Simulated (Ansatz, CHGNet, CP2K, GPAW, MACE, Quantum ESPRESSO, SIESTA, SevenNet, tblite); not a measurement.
# Which run comes nearest? Random packing of 40Si3N4-60SiO2 (mol %) (92 atoms)

Density of this cell: 2.56 g/cm³. The cell holds 92 atoms: 36 Si, 32 N and 24 O. Cell: a = 10.618 Å, b = 10.618 Å, c = 10.618 Å, α = 90.0°, β = 90.0°, γ = 90.0°. 92 atoms (36 Si, 32 N, 24 O) packed at random in a cube at 2.56 g/cm³ and pushed apart as soft spheres, cations and anions kept from their own kind; a start for melting by ab initio MD, not an equilibrated structure. Then every atom was moved at random, 0.05 Å r.m.s. a Cartesian component.

Geometry: as built.

The reference, a calculation:

```
method                 : Kohn-Sham DFT, PBE, SSSP efficiency 1.3.0 pseudopotentials, plane waves (Quantum ESPRESSO 7.5); sssp-pbe-1.3.0-efficiency, cutoffs 60/480 Ry, Γ point
r.m.s. force component : 1.612 eV/Å
longest force          : 5.323 eV/Å
pressure               : -13.73 GPa
time                   : 9.7 min on 4 MPI ranks of Arm Neoverse V1, shared host
CPU time               : 39 min
```

Runs, in no order:
A. CP2K PBE, DZVP-MOLOPT-SR, 600/50 Ry, diagonalisation: Kohn-Sham DFT, PBE, GTH-PBE pseudopotentials, Gaussian and plane waves, DZVP-MOLOPT-SR-GTH, diagonalisation
B. MACE MPA-0 medium potential: machine-learned interatomic potential MACE MPA-0 medium, trained on PBE(+U) plane-wave data
C. SIESTA PBE, DZP, shift 0.01 Ry, mesh 500 Ry: Kohn-Sham DFT, PBE, PseudoDojo 0.4.1 norm-conserving pseudopotentials (converted to PSML), numerical atomic orbitals (DZP), diagonalisation
D. CHGNet r2SCAN potential: machine-learned interatomic potential CHGNet r2SCAN, trained on r2SCAN plane-wave data
E. QE PBE, gbrv-1.5, 40/200 Ry: Kohn-Sham DFT, PBE, GBRV 1.5 ultrasoft pseudopotentials, plane waves

**Question.** Rank the runs by how far their forces lie from the reference's, least first.

E, A, C, B, D.

```csv
run,"Δ force, r.m.s. (meV/Å)",share of r.m.s. force (%),CPU time
"E. QE PBE, gbrv-1.5, 40/200 Ry",15.2,0.941,18 min
"A. CP2K PBE, DZVP-MOLOPT-SR, 600/50 Ry, diagonalisation",61.5,3.82,13 min
"C. SIESTA PBE, DZP, shift 0.01 Ry, mesh 500 Ry",222,13.8,16 min
B. MACE MPA-0 medium potential,466,28.9,9 s
D. CHGNet r2SCAN potential,814,50.5,4.7 s
```

Machine-learned potentials mimic data converged in k, so the reference's own k-point error enters their differences. The electronic-structure runs sample only Γ, in a cell whose shortest periodic width is 11 Å, which is coarse for a cell with partly filled levels.

[Logs are printed without paths, hosts, clocks, repeated set-up lines and the standing remarks that a program may print on its own settings, such as how far it seeks lower states.]

[Hosts, paths, dates, database ids (printed as entryN), source tags and the programs' standing remarks are cut or masked in the printed files.]
